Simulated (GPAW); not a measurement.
Computed results, one entry a study.

```
! title: A GW chain in GPAW: H6PbCNCl3 (Pm)
! method: DFT, LDA, plane waves, PAW (and 1 further level or step)
! program: GPAW 26.7.0
! settings: cutoff 600 eV, GPAW PAW setups 1.2.1 data release, 2×2×2 k-mesh, nbands 241
! cost: 4 runs, 10 min in all on 4 MPI ranks of Arm Neoverse V1, shared host
! notes: The cell and positions are those that the Materials Project relaxed with its own functionals (PBE, PBE+U or r2SCAN), kept fixed. Limits: no spin-orbit coupling. The 2×2×2 mesh is coarse for this cell, which bears on the long-range parts of exchange and screening.
! LDA gap: 2.33 eV, indirect (only 6 meV under the direct gap)
! G0W0 gap on the mesh: 3.78 eV
! GW settings: 2×2×2 mesh, 231 bands, screening to 65 eV, Godby-Needs plasmon pole
! known limits: short of the basis limit; no spin-orbit coupling; coarse k mesh
CELL_PARAMETERS angstrom
5.75283 0.00000 0.00000
0.00000 5.76467 0.00000
-0.00260 0.00000 5.85520
ATOMIC_POSITIONS crystal
H 0.87948 0.50000 0.79042
H 0.81325 0.34407 0.04739
H 0.81325 0.65593 0.04739
H 0.22966 0.35432 0.97854
H 0.22966 0.64568 0.97854
H 0.17096 0.50000 0.21641
Pb 0.47399 0.00000 0.48387
C 0.89427 0.50000 0.97685
N 0.14493 0.50000 0.04073
Cl 0.42789 0.00000 0.97556
Cl 0.42919 0.50000 0.52004
Cl 0.97183 0.00000 0.43966
```

[Long decimals in the printed logs are rounded to 6 places.]

[Logs are printed without paths, hosts, clocks, repeated set-up lines and the standing remarks that a program may print on its own settings, such as how far it seeks lower states.]

[Paths, hosts, dates, memory and timing lines, banners, echoed tables and standing remarks are left out of the program output; an Ansatz launch command may be rebuilt from the run's recorded settings. Measured values are a selection of at most five: reports struck by readers or far from the other reports are left out. None is set beside runs whose start may be inverted or whose files or cutoffs have a known fault.]

[Runs of the session that timed out or met a known fault of the program may be left out.]

[Hosts, paths, dates, database ids (printed as entryN), source tags and the programs' standing remarks are cut or masked in the printed files.]

[Where the starting crystal was built by hand or by swapping elements, it need not be the compound's stable phase.]
